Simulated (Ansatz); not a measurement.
# LiZnI3 (model cell, started as cubic perovskite with Zn in the octahedra): following an unstable mode

Which phase does LiZnI3 (model cell, started as cubic perovskite with Zn in the octahedra) fall into along its unstable mode, and how much energy does it gain?

Main program and level: Ansatz 0.2.0; DFT PBEsol, scalar-relativistic, plane waves, PAW; PAW set soft_1.

Report form: the programs' logs are mostly left out.

The structure was built from a prototype and need not be the compound's stable phase.

## Step 1: Starting point

The structure is cubic, space group Pm-3m (No. 221). The conventional cell has a = 5.567 Å, b = 5.567 Å, c = 5.567 Å, α = 90.00°, β = 90.00°, γ = 90.00°. Nearest to Li lie 12 I at 3.94 Å. Nearest to Zn lie 6 I at 2.78 Å. Nearest to I lie 2 Zn at 2.78 Å. Farther neighbours and most contacts between anions are not listed.

## Step 2: Phonons on a q mesh

The cell comes from relaxations at this level that are not shown. Stability and thermal properties need the whole zone. Linear response on a 2×2×2 q mesh gives force constants as far as a supercell of that size would.

input.yaml

```yaml
crystal:
  lattice:
    - [5.5671905569, 0.0, 0.0]
    - [0.0, 5.5671905569, 0.0]
    - [0.0, 0.0, 5.5671905569]
  atoms:
    - { symbol: Li, position: [0.0, 0.0, 0.0] }
    - { symbol: Zn, position: [0.5, 0.5, 0.5] }
    - { symbol: I, position: [0.5, 0.5, 0.0] }
    - { symbol: I, position: [0.5, 0.0, 0.5] }
    - { symbol: I, position: [0.0, 0.5, 0.5] }
kpoints:
  mp_grid: { grid: [6, 6, 6] }
hamiltonian:
  xc: pbesol
  pseudopotentials: { kind: paw, azcp: { folder: soft_1 }, xc_functional: pbe }
scf:
  occupations: { method: methfessel_paxton, width: 0.2 }
output:
  eigenvalues: true
phonons:
  method: dfpt
  qmesh: [2, 2, 2]
  temperatures: { t_max: 1000, t_step: 50 }
  qpath:
    path:
      - [[0.0, 0.0, 0.0], [0.0, 0.5, 0.0], [0.5, 0.5, 0.0], [0.0, 0.0, 0.0], [0.5, 0.5, 0.5], [0.0, 0.5, 0.0]]
      - [[0.5, 0.5, 0.5], [0.5, 0.5, 0.0]]
    npoints: 10
```

Started as:

```bash
> ansatz run input.yaml --threads 4 --pin off --max-ram 16384MiB --backend cpu --events-out ev --progress --plain --runs-dir out
```

The job ended after 5.2 min (4 threads of Arm Neoverse V1, shared host; peak memory 1.5 GiB).

Numbers from this step:

```
volume per atom                                         : 34.51 Å³
gap on the k-mesh                                       : 0 eV
sum-rule residual before enforcement                    : 7.04e-5 eV/Å²
lowest frequency on the path                            : -170.6 cm⁻¹
point group                                             : m-3m
highest frequency on the path or at a solved wavevector : 144.3 cm⁻¹
highest optical mode at the zone centre (no LO-TO term) : 111.7 cm⁻¹
lowest optical zone-centre mode                         : -170.6 cm⁻¹
lowest mode on the q mesh (acoustic modes at Γ apart)   : -170.6 cm⁻¹
```

Frequencies (cm⁻¹) solved at each irreducible wavevector; negative means imaginary. Frequencies by wavevector, by row:

| q in reciprocal lattice units | star | mode 1 | mode 2 | mode 3 | mode 4 | mode 13 | mode 14 | mode 15 |
| --- | --- | --- | --- | --- | --- | --- | --- | --- |
| 0 0 0 | 1 | -170.6 | -170.6 | -170.6 | -27.1 | 111.7 | 111.7 | 111.7 |
| 0 0 -0.5 | 3 | -161.9 | -161.9 | -106.1 | -31.6 | 111.8 | 112.7 | 124.7 |
| 0 -0.5 -0.5 | 3 | -149.2 | -149.2 | -149.2 | -65.5 | 129.4 | 133.8 | 133.8 |
| -0.5 -0.5 -0.5 | 1 | -169.3 | -169.3 | -169.3 | -65.6 | 136.2 | 136.2 | 143.8 |

Interpolated from a 2×2×2 q mesh. The phonon branches at the labelled points (cm⁻¹):

| point | branch 1 | branch 2 | branch 3 | branch 4 | branch 12 | branch 13 | branch 14 | branch 15 |
| --- | --- | --- | --- | --- | --- | --- | --- | --- |
| Γ | -171 | -171 | -171 | -27 | 0 | 112 | 112 | 112 |
| halfway | -166 | -166 | -142 | -29 | 80 | 112 | 112 | 117 |
| X | -162 | -162 | -106 | -32 | 112 | 112 | 113 | 125 |
| halfway | -156 | -156 | -131 | -54 | 100 | 113 | 129 | 130 |
| M | -149 | -149 | -149 | -65 | 114 | 130 | 134 | 134 |
| halfway | -161 | -151 | -147 | -47 | 88 | 107 | 112 | 127 |
| Γ | -171 | -171 | -171 | -27 | 0 | 112 | 112 | 112 |
| halfway | -154 | -154 | -152 | -50 | 95 | 107 | 107 | 137 |
| R | -169 | -169 | -169 | -66 | 136 | 136 | 136 | 144 |
| halfway | -158 | -157 | -146 | -57 | 102 | 107 | 132 | 140 |
| X | -162 | -162 | -106 | -32 | 112 | 112 | 113 | 125 |
| jump to R | -169 | -169 | -169 | -66 | 136 | 136 | 136 | 144 |
| halfway | -160 | -159 | -159 | -66 | 105 | 135 | 135 | 142 |
| M | -149 | -149 | -149 | -65 | 114 | 130 | 134 | 134 |

Symmetry leaves 4 wavevectors to solve. The lowest mode among them, the acoustic zeros apart, lies at Γ and is imaginary, 170.6i cm⁻¹, so the energy falls along it.

## Step 3: The mode frozen in, largest atomic shift 0 Å

The mode followed lies at Γ with frequency 170.6i cm⁻¹ and is 3-fold degenerate, the softest among the wavevectors solved. At small amplitude the distorted cell has space group no. 160 by a symmetry search on the positions. The undistorted cell that holds it gives the zero of energy on the same k mesh.

input.yaml, the sections that differ from step 2:

```yaml
output:
  forces: true
  stress: true
  eigenvalues: true
# crystal, kpoints, hamiltonian, scf: as in step 2
# phonons: removed
```

Run time: 2.7 s. Hardware: 4 threads; peak memory 0.52 GiB; 9.9 s of CPU time.

This step gave:

- pressure: -0.002280 GPa
- energy from the undistorted cell: 0 meV/atom

The run ends at a pressure of 0.00 GPa.

## Step 4: The mode frozen in, largest atomic shift 0.6 Å

The atoms are moved along the unstable eigenvector, the largest shift by 0.6 Å, with the cell fixed.

input.yaml, the sections that differ from step 3:

```yaml
crystal:
  lattice:
    - [5.5671905569, 0.0, 0.0]
    - [0.0, 5.5671905569, 0.0]
    - [0.0, 0.0, 5.5671905569]
  atoms:
    - { symbol: Li, position: [0.0622235144, -0.0622235144, -0.0622235144] }
    - { symbol: Zn, position: [0.5006302282, 0.4993697718, 0.4993697718] }
    - { symbol: I, position: [0.4980832131, 0.5019167869, -0.000106081] }
    - { symbol: I, position: [0.4980832131, -0.000106081, 0.5019167869] }
    - { symbol: I, position: [0.000106081, 0.5019167869, 0.5019167869] }
# kpoints, hamiltonian, scf, output: as in step 3
```

Wall time 7.8 s (4 threads); peak memory 0.52 GiB.

Numbers from this step:

```yaml
pressure: 0.06456 GPa
energy_from_the_undistorted_cell: -26.09 meV/atom
```

The energy, extrapolated to zero smearing, is -26.09 meV/atom against the undistorted cell.

The run ends at a pressure of 0.06 GPa, with forces up to 0.39 eV/Å.

## Step 5: Energy along the mode, all amplitudes (two of the runs are shown above)

An imaginary frequency means negative curvature, so the energy should fall and then rise again as anharmonic terms take over.

Numbers from this step:

```
depth at the lowest point sampled  : 26.09 meV/atom
largest atomic shift at that point : 0.6 Å
```

Energy from the parent against largest atomic shift:

| largest atomic shift (Å) | energy from the parent (meV/atom) |
| --- | --- |
| 0.000 | 0 |
| 0.040 | -0.123 |
| 0.080 | -0.491 |
| 0.140 | -1.50 |
| 0.220 | -3.69 |
| 0.320 | -7.75 |
| 0.450 | -15.1 |
| 0.600 | -26.1 |

Displacement at unit largest shift by atom:

| atom | x (Å) | y (Å) | z (Å) | size |
| --- | --- | --- | --- | --- |
| Li1 | 0.577 | -0.577 | -0.577 | 0.999 |
| Zn2 | 0.006 | -0.006 | -0.006 | 0.010 |
| I3 | -0.018 | 0.018 | -0.001 | 0.025 |
| I4 | -0.018 | -0.001 | 0.018 | 0.025 |
| I5 | 0.001 | 0.018 | 0.018 | 0.025 |

The lowest of the steps tried is the last one, at 0.6 Å, 26.1 meV/atom below the parent; the bottom of the well need not coincide with a step.

## Step 6: Relaxing from the distorted cell

Starting from the lowest point found, all atoms and the cell are let go, so that strain and other modes of the same symmetry can join in.

input.yaml: that of step 4 with these lines changed.

```diff
@@ -22 +22,6 @@
   eigenvalues: true
+relax:
+  adjacent_minimum: "off"
+  f_tol: 0.002
+  max_steps: 120
+  cell: { stress_tol: 0.03 }
```

Elapsed: 2.6 min, on 4 threads; peak memory 0.67 GiB; 10 min of CPU time.

Step by step:

| step | energy less that of the first step (eV) | largest force component (eV/Å) | pressure (GPa) | volume (Å³) |
| --- | --- | --- | --- | --- |
| 1 | 0.0000 | 0.2274 | 0.06 | 172.55 |
| 2 | -0.1266 | 0.2829 | -0.03 | 174.00 |
| 3 | -0.2576 | 0.2750 | -0.02 | 175.29 |
| 4 | -0.3855 | 0.1692 | 0.37 | 175.44 |
| 5 | -0.4579 | 0.1160 | 0.16 | 182.61 |
| 6 | -0.2962 | 0.9756 | 2.27 | 189.24 |
| 7 | -0.4825 | 0.0978 | 0.06 | 187.08 |
| 8 | -0.5068 | 0.0896 | 0.25 | 189.59 |
| 9 | -0.5452 | 0.0775 | 0.50 | 193.92 |
| 10 | -0.5927 | 0.0513 | 0.59 | 200.64 |
| 11 | -0.6043 | 0.0883 | -0.21 | 211.22 |
| 12 | -0.5668 | 0.4468 | 0.48 | 222.49 |
| 13 | -0.6217 | 0.0444 | -0.05 | 212.05 |
| 14 | -0.6243 | 0.0429 | 0.04 | 215.81 |
| 15 | -0.6251 | 0.0109 | -0.03 | 215.17 |
| 16 | -0.6254 | 0.0024 | 0.01 | 214.99 |
| 17 | -0.6254 | 0.0005 | 0.00 | 215.13 |
| 18* | -0.6345 | 0.0006 | 0.06 | 215.13 |
| 19 | -0.6365 | 0.0193 | 0.00 | 218.93 |
| 20 | -0.6368 | 0.0020 | 0.01 | 220.74 |
| 21 | -0.6367 | 0.0002 | 0.00 | 221.52 |
| 22* | -0.6374 | 0.0002 | 0.00 | 221.52 |

Relaxation steps marked * repeat the geometry before them on a plane-wave basis chosen anew for their cell, so energy and pressure can jump there. Relaxation steps 6, 12 were tried and not accepted.

Forces are held to the 6 operations that the run works with; a distortion that breaks them can't arise in this run.

| cell as run | before | after | change |
| --- | --- | --- | --- |
| a (Å) | 5.567 | 6.068 | +9.0 % |
| b (Å) | 5.567 | 6.068 | +9.0 % |
| c (Å) | 5.567 | 6.068 | +9.0 % |
| α (°) | 90.00 | 85.54 | -5.0 % |
| β (°) | 90.00 | 94.46 | +5.0 % |
| γ (°) | 90.00 | 94.46 | +5.0 % |
| volume (Å³/atom) | 34.51 | 44.30 | +28.4 % |

The atoms that moved most (Å, as changes of fractional coordinates times the final cell):

| atom | dx | dy | dz | length |
| --- | --- | --- | --- | --- |
| Li1 | 0.517 | -0.517 | -0.517 | 0.895 |
| Zn2 | 0.491 | -0.491 | -0.491 | 0.851 |
| I4 | -0.373 | 0.261 | 0.373 | 0.589 |
| I3 | -0.373 | 0.373 | 0.261 | 0.589 |
| I5 | -0.261 | 0.373 | 0.373 | 0.589 |

The relaxed structure:

```xyz
5
Lattice="6.0593 -0.2318 -0.2318 -0.2318 6.0593 0.2318 -0.2318 0.2318 6.0593" Properties=species:S:1:pos:R:3 pbc="T T T"
Li    0.9224   -0.9224   -0.9224
Zn    3.2931    2.5345    2.5345
I     2.5284    3.2992    0.2611
I     2.5284    0.2611    3.2992
I    -0.4928    3.5310    3.5310
```

This step gave:

```
pressure          : -0.001590 GPa
volume per atom   : 44.30 Å³
gap on the k-mesh : 1.521 eV
```

The distorted start has space group R3m; the relaxation ends in R3m.

## Step 7: The new phase in its own primitive cell

The relaxed structure is symmetrised, reduced to its primitive cell and relaxed tightly, as its phonons need.

input.yaml, the sections that differ from step 6:

```yaml
crystal:
  lattice:
    - [4.1207165379, 2.3790968024, 3.7659845742]
    - [-4.1207165379, 2.3790968024, 3.7659845742]
    - [0.0, -4.7581936049, 3.7659845742]
  atoms:
    - { symbol: Li, position: [0.1414086568, 0.1414086568, 0.1414086568] }
    - { symbol: Zn, position: [0.5759195792, 0.5759195792, 0.5759195792] }
    - { symbol: I, position: [0.4401518134, 0.9614943869, 0.4401518134] }
    - { symbol: I, position: [0.9614943869, 0.4401518134, 0.4401518134] }
    - { symbol: I, position: [0.4401518134, 0.4401518134, 0.9614943869] }
scf:
  occupations: { method: fixed }
relax:
  adjacent_minimum: "off"
  f_tol: 0.001
  max_steps: 60
  cell: { stress_tol: 0.01 }
# kpoints, hamiltonian, output: as in step 6
```

Wall time 19 s (4 threads); peak memory 0.65 GiB.

Little changed from the start: no atom moved by 0.005 Å and no cell edge by 0.1 %.

Numbers from this step:

```
pressure           : -0.001589 GPa
direct gap on mesh : 1.893 eV
```

The largest force component left is 0.42 meV/Å and the pressure is -0.002 GPa, within the tolerances set. The cell now holds 44.30 Å³/atom.

## Step 8: Modes of the new phase, occupations fixed

A relaxed structure may still be a saddle point, so its zone-centre modes are computed. The response to a homogeneous field gives the Born charges and the dielectric tensor.

input.yaml: that of step 7 with these lines changed.

```diff
@@ -19,9 +19,6 @@
 output:
-  forces: true
-  stress: true
   eigenvalues: true
-relax:
-  adjacent_minimum: "off"
-  f_tol: 0.001
-  max_steps: 60
-  cell: { stress_tol: 0.01 }
+phonons:
+  method: dfpt
+  dielectric: true
+  rigid_motions: translations
```

It took 6 min on 4 threads; peak memory 3.9 GiB.

Numbers from this step:

```
sum-rule residual before enforcement                    : 1.31e-4 eV/Å²
miss of the charge sum rule                             : 0.006739 e
estimated error of the dielectric tensor                : 0.01336
estimated error of the Born charges                     : 0.02106 e
point group                                             : 3m
highest optical mode at the zone centre (no LO-TO term) : 239.8 cm⁻¹
lowest optical zone-centre mode                         : -23.29 cm⁻¹
mean high-frequency dielectric constant                 : 3.505
largest Born charge (third of the trace)                : 1.896 e
top of the zone-centre spectrum with the field          : 260.4 cm⁻¹
```

Patterns of degenerate modes are one choice out of their space. Modes at Γ, with each element's share of the kinetic energy (negative means imaginary):

| mode | frequency (cm⁻¹) | symmetry | Li % | Zn % | I % |
| --- | --- | --- | --- | --- | --- |
| 1 | -23.3 | A2 | 0 | 0 | 100 |
| 2 | 0.0 | acoustic | 2 | 14 | 84 |
| 3 | 0.0 | acoustic | 2 | 14 | 84 |
| 4 | 0.0 | acoustic | 2 | 14 | 84 |
| 5 | 14.3 | E | 6 | 5 | 90 |
| 6 | 14.3 | E | 6 | 5 | 90 |
| 7 | 42.5 | E | 0 | 9 | 91 |
| 8 | 42.5 | E | 0 | 9 | 91 |
| 9 | 68.8 | A1 | 2 | 75 | 23 |
| 10 | 138.9 | A1 | 4 | 11 | 85 |
| 11 | 196.9 | E | 69 | 11 | 19 |
| 12 | 196.9 | E | 69 | 11 | 19 |
| 13 | 214.5 | E | 23 | 60 | 16 |
| 14 | 214.5 | E | 23 | 60 | 16 |
| 15 | 239.8 | A1 | 92 | 0 | 8 |

Displacements in mode 1 (-23.3 cm⁻¹), the largest set to 1:
```
Li1  0.00  0.00  0.00
Zn2  0.00  0.00  0.00
I3  -0.50 -0.87  0.00
I4  -0.50  0.87  0.00
I5   1.00  0.00  0.00
```

Displacements in mode 10 (138.9 cm⁻¹), the largest set to 1:
```
Li1  0.00  0.00  1.00
Zn2  0.00  0.00  0.53
I3   0.52 -0.30 -0.11
I4  -0.52 -0.30 -0.11
I5   0.00  0.60 -0.11
```

Optical modes at the zone centre, without and with the macroscopic field of the longitudinal modes; each column is sorted by frequency, so a row need not hold one and the same mode. Modes with and without the field, by row:

| rank among optical modes | no field (cm⁻¹) | q along (1, 0, 0) (cm⁻¹) | q along (0, 0, 1) (cm⁻¹) |
| --- | --- | --- | --- |
| 1 | -23.3 | -23.3 | -23.3 |
| 2 | 14.3 | 14.3 | 14.3 |
| 3 | 14.3 | 27.6 | 14.3 |
| 4 | 42.5 | 42.5 | 42.5 |
| 5 | 42.5 | 43.5 | 42.5 |
| 6 | 68.8 | 68.8 | 70.4 |
| 7 | 138.9 | 138.9 | 143 |
| 8 | 196.9 | 196.9 | 196.9 |
| 9 | 196.9 | 214.2 | 196.9 |
| 10 | 214.5 | 214.5 | 214.5 |
| 11 | 214.5 | 239.8 | 214.5 |
| 12 | 239.8 | 248.8 | 260.4 |

Born charge (rows field, columns displacement) (e), principal values of the symmetric part by kind of site:

| atom | atoms with these values | low | middle | high | mean |
| --- | --- | --- | --- | --- | --- |
| Li1 | 1 | 0.95 | 1.36 | 1.36 | 1.22 |
| Zn2 | 1 | 0.80 | 2.45 | 2.45 | 1.90 |
| I3 | 3 | -2.08 | -0.58 | -0.46 | -1.04 |

In full for Zn2:

```
2.45 0.00 0.00
0.00 2.45 0.00
0.00 0.00 0.80
```

High-frequency dielectric tensor:

```
3.86 0.00 0.00
0.00 3.86 0.00
0.00 0.00 2.79
```

Transverse modes; imaginary modes are left out. Lines of the infrared spectrum (strongest = 100):

| position (cm⁻¹) | label | relative intensity |
| --- | --- | --- |
| 14 | E | 4.2 |
| 42 | E | 0.4 |
| 69 | A1 | 0.4 |
| 139 | A1 | 2.3 |
| 197 | E | 100 |
| 214 | E | 1.2 |
| 240 | A1 | 16 |

Before it was imposed, the acoustic sum rule was missed by 1.3e-4 eV/Å² and the charge sum rule by 0.0067 e. Small misses are needed for a sound result but don't prove that mesh and cutoff are converged. The lowest optical mode is imaginary, 23.3i cm⁻¹, so the energy falls along it.

## Step 9: Summary of results

| Item | Value |
| --- | --- |
| unstable mode of the parent | q = (0, 0, 0), 171i cm⁻¹ |
| depth at the lowest point sampled | 26.1 meV/atom |
| largest atomic shift at that point | 0.6 Å |
| space group reached (within 0.01 Å) | R3m |
| energy gained over the parent (first relaxation, on the mesh of the frozen mode) | 153 meV/atom |
| volume per atom, phase reached | 44.3 Å³ |
| gap on the k-mesh, phase reached | 1.52 eV |
| lowest optical zone-centre mode, phase reached | -23.3 cm⁻¹ |
| highest optical mode at the zone centre (no LO-TO term), phase reached | 240 cm⁻¹ |

**Reading.** Along this mode the structure falls into R3m, 153 meV/atom below the parent. At the parent's cell the well is 26.09 meV/atom deep on the steps tried, with its lowest point at a shift of 0.6 Å. That is the last step tried, so the steps alone don't bracket the bottom of the well. Relaxing atoms and cell changes the gain by +127.01 meV/atom against the lowest step (energies at zero smearing). Most of the total comes from this relaxation. The new phase still has an imaginary mode at the zone centre of its cell, so it is a saddle point on the way to a lower structure. Of the 5 patterns followed to their end from this parent, this one ends 161 meV/atom above the lowest, Amm2. Each path keeps the symmetry of its pattern, so a lower phase may lie along a pattern not tried. With no gap, or one that is small against the smearing, the frequencies hang on the k mesh and the smearing, most of all near Kohn anomalies. Spin-orbit coupling is left out, which can matter for the heavy elements here. The PAW files were made for PBE and serve the other functionals too. The starting cell was built on a prototype and not taken from a measurement, so the phase need not exist.

[Logs are printed without paths, hosts, clocks, repeated set-up lines and the standing remarks that a program may print on its own settings, such as how far it seeks lower states.]

[Hosts, paths, dates, database ids (printed as entryN), source tags and the programs' standing remarks are cut or masked in the printed files.]
